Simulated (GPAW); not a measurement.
A GW chain in GPAW: InHO2 (Pmn2_1). It takes space group Pmn2_1 (No. 31, orthorhombic). The conventional cell has a = 3.270 Å, b = 4.560 Å, c = 5.260 Å, α = 90.00°, β = 90.00°, γ = 90.00°. Nearest to In lie 6 O at 2.14 to 2.22 Å. Nearest to H lie 1 O at 1.08 Å. O has 1 H at 1.08 Å and 3 In at 2.20 to 2.22 Å nearest. O has 1 H at 1.47 Å and 3 In at 2.14 Å nearest. Farther neighbours and most contacts between anions are not listed. The calculation used DFT, LDA, plane waves, PAW (and 1 further level or step) in GPAW 26.7.0, with cutoff 600 eV, GPAW PAW setups 1.2.1 data release, 4×2×2 k-mesh, nbands 72 in one of its runs. The LDA gap is 2.04 eV, direct, the G0W0 gap on the mesh is 3.68 eV and the GW settings are 4×2×2 mesh, 62 bands, screening to 50 eV, Godby-Needs plasmon pole. The known limits are not at the basis limit; no spin-orbit coupling; coarse k mesh. It took 3 runs, 1.8 min in all on 4 MPI ranks of Arm Neoverse V2, shared host (the runs of this entry). G0W0 moves the gap on the mesh from 2.04 eV to 3.68 eV (+1.64 eV), with Z of 0.79 and 0.84 at the edges. Only 1 of the mesh's irreducible points was corrected, so a valley elsewhere could overtake. The cell and positions come from the Crystallography Open Database and are kept as given unless a step says otherwise. Limits: no spin-orbit coupling. Bands and cutoff are finite, so the gap is not at the basis limit. The miss can reach some tenths of an eV and take either sign; the mesh is an error of its own. The 4×2×2 mesh is coarse for this cell, which bears on the long-range parts of exchange and screening.

```
In H O
1.0
     3.27000    0.00000    0.00000
     0.00000    4.56000    0.00000
     0.00000    0.00000    5.26000
In H O
2 2 4
Direct
  0.00000 0.73562 0.00000
  0.50000 0.26438 0.50000
  0.00000 0.78700 0.48000
  0.50000 0.21300 0.98000
  0.00000 0.98200 0.36400
  0.50000 0.01800 0.86400
  0.00000 0.52200 0.63800
  0.50000 0.47800 0.13800
```

[Paths, hosts, dates, memory and timing lines, banners, echoed tables and standing remarks are left out of the program output.]

[Logs are printed without paths, hosts, clocks, repeated set-up lines and the standing remarks that a program may print on its own settings, such as how far it seeks lower states.]

[Runs of the session that timed out or met a known fault of the program may be left out.]

[Hosts, paths, dates, database ids (printed as entryN), source tags and the programs' standing remarks are cut or masked in the printed files.]
